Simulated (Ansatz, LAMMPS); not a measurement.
# Glassy 50SiO2-43CaO-7P2O5 (mol %) (85 atoms) under strain: runs compared

Aim: relax glassy 50SiO2-43CaO-7P2O5 (mol %) (85 atoms), then change its volume and shape to read moduli from the stress.

Computed with Ansatz 0.2.0: Kohn-Sham DFT, RPBE, PAW (set soft_2), plane waves.

## (1) The cell

The cell holds 85 atoms: 15 Si, 13 Ca, 4 P and 53 O. Its edges and angles: a = 10.562 Å, b = 10.562 Å, c = 10.562 Å, α = 90.0°, β = 90.0°, γ = 90.0°. 85 atoms (15 Si, 13 Ca, 4 P, 53 O) placed at random at 2.63 g/cm³, melted at 4000 K for 10 ps at fixed volume with the Morse and Coulomb pair potential with partial charges (Pedone, Malavasi, Menziani, Cormack and Segre, J. Phys. Chem. B 110, 11780 (2006)). Quenched from 4000 K to 300 K at 30 K/ps and fixed volume, held 10 ps at zero pressure.

What the set-up can't give: The quench rate of 30 K/ps is orders of magnitude faster than experiment, which tends to freeze in extra defects. The network of bonds at the start is that of the classical potential that made the cell, and needn't be the one that DFT or experiment would give. Sampling is at Γ alone.

## (2) The reference run

The reference is a single point at the end of the relaxation.

Every strained cell starts from the geometry of this run, and its atoms are relaxed with the cell held.

Its input, with most atom lines left out:

```yaml
crystal:
  lattice:
    - [10.7089, 0.08412, 0.42572]
    - [0.08412, 10.72155, -0.18378]
    - [0.42572, -0.18378, 10.74574]
  atoms:
    - { symbol: Si, position: [0.63649, 0.44428, 0.55099] }
    - { symbol: Si, position: [0.40758, 0.76431, 0.82433] }
    - { symbol: Si, position: [0.33411, 0.01381, 0.96809] }
    - { symbol: Si, position: [0.50523, 0.42301, 0.18255] }
    - { symbol: Si, position: [0.10716, 0.18472, 0.0786] }
    - { symbol: Si, position: [0.53861, 0.21766, 0.96585] }
    - { symbol: Si, position: [0.07125, 0.45562, 0.08935] }
    [... atom lines 8 to 85 left out ...]
kpoints:
  mp_grid: { grid: [1, 1, 1] }
hamiltonian:
  xc: rpbe
scf:
  occupations: { method: fixed }
output:
  forces: true
  stress: true
  populations: true
  dos:
    method: { smearing: { sigma: 0.15 } }
    de: 0.1
    projected: { site_lists: { Ca: [Ca], O: [O], P: [P], Si: [Si] } }
  eigenvalues: true
  write_density: true
  write_potential: true
  volumetric_format: npy
```

| Quantity | Value |
| --- | --- |
| free energy per atom | -783.1662 eV/atom |
| r.m.s. force component | 0.00842 eV/Å |
| pressure | 0.009224 GPa |

Filled and empty levels are parted by 4.37 eV (at Γ alone); a semilocal functional tends to put such gaps too low. In a disordered cell it changes from sample to sample, and tail or defect levels can set it.

## (3) The runs

Each row is one run, on 4 threads of Intel Xeon Platinum 8488C (Sapphire Rapids), shared host. The free energy is the program's total, comparable only between runs with the same functional and atoms.

| run | atoms | outcome | relaxation steps | free energy (eV) | time | host memory (GiB) |
| --- | --- | --- | --- | --- | --- | --- |
| Single point at the start | 85 | converged | - | -66559.885 | 6.8 s | 1.4 |
| Cell and atoms relaxed | 85 | converged | 22 | -66569.127 | 2.5 min | 1.4 |
| Single point at the relaxed geometry | 85 | converged | - | -66569.127 | 12 s | 1.6 |
| Volume -3 % | 85 | converged | 8 | -66568.936 | 63 s | 1.6 |
| Volume +3 % | 85 | converged | 10 | -66568.977 | 84 s | 1.6 |
| Volume -6 % | 85 | converged | 12 | -66568.322 | 95 s | 1.5 |
| Volume +6 % | 85 | converged | 18 | -66568.622 | 2.6 min | 1.7 |
| Volume -10 % | 85 | converged | 24 | -66567.033 | 3 min | 1.5 |
| Stretched by 1 % along x | 85 | converged | 5 | -66569.102 | 35 s | 1.6 |
| Compressed by 1 % along x | 85 | converged | 5 | -66569.093 | 38 s | 1.6 |
| Sheared by 2 % in xy | 85 | converged | 7 | -66569.089 | 54 s | 1.6 |

In some runs the program notes that the SCF threshold is loose for the stress.

## (4) Pressure against volume

Atoms are relaxed at each volume, in the scaled cell.

| volume change (%) | volume (Å³/atom) | energy change (meV/atom) | pressure (GPa) | largest move on relaxing (Å) | bonds | gap (eV) |
| --- | --- | --- | --- | --- | --- | --- |
| -10 | 13.038 | 24.64 | 5.91 | 1.11 | 153 | 4.68 |
| -6 | 13.618 | 9.47 | 3.62 | 0.26 | 149 | 4.55 |
| -3 | 14.052 | 2.25 | 1.73 | 0.12 | 146 | 4.48 |
| +0 | 14.487 | 0.00 | 0.01 | - | 142 | 4.37 |
| +3 | 14.922 | 1.76 | -1.21 | 0.27 | 140 | 4.29 |
| +6 | 15.356 | 5.95 | -2.05 | 0.51 | 138 | 4.19 |

## (5) Uniaxial strain and shear

Stress (GPa, compression positive) less that of the relaxed cell, atoms relaxed:

| strain | xx | yy | zz | xy | energy change (meV/atom) |
| --- | --- | --- | --- | --- | --- |
| stretched by 1 % along x | -0.736 | -0.363 | -0.333 | -0.136 | 0.30 |
| compressed by 1 % along x | 0.775 | 0.386 | 0.351 | 0.132 | 0.40 |
| sheared by 2 % in xy | -0.233 | -0.021 | -0.030 | -0.512 | 0.46 |

## (6) Outcome

The bulk modulus, from the slope of pressure against ln V over the three points nearest the relaxed volume, is 49.0 GPa; between neighbouring points the slope runs 53, 60, 56, 41 and 29 GPa from the smallest volume up, not steadily, so no pressure derivative is given. The count of bonds runs from 138 to 153 over the series, so at some points contacts cross the cutoffs. At -10 % and +6 % some atom moved by over 0.5 Å on relaxing, so those points may sit in another local minimum. The gap changes by -3.0 eV per unit of ln V, on the run's k-points. In the Cartesian axes of the cell, finite differences give C11 = 75.6, C12 = 37.4, C13 = 34.2 and C66 = 25.6 GPa (the shear of 2 % is the engineering strain, εxy = 0.01). The mean of C11, C12 and C13, which equals the bulk modulus in a cubic or isotropic solid, is 49.1 GPa: it agrees with the bulk modulus within 10 %. For an isotropic solid C66 would equal (C11 − C12)/2 = 19.1 GPa; so small a sample needn't be isotropic, and C66 rests on one shear. With the bulk modulus and C66 as K and G, Young's modulus would be about 65 GPa and Poisson's ratio 0.28.

Caveats: Strains are finite and relaxations stop at the force tolerance of the input, which can leave moduli too stiff; they are those of a static cell at zero temperature. Volumes are changed with the cell's shape held, so in an anisotropic solid the modulus lies over the one under free hydrostatic load. The program notes that the SCF threshold of the relaxations is loose for the stress.

The DFT runs together took 15 min of wall time.

[Long decimals in the printed logs are rounded to 6 places.]

[Logs are printed without paths, hosts, clocks, repeated set-up lines and the standing remarks that a program may print on its own settings, such as how far it seeks lower states.]

[Hosts, paths, dates, database ids (printed as entryN), source tags and the programs' standing remarks are cut or masked in the printed files.]
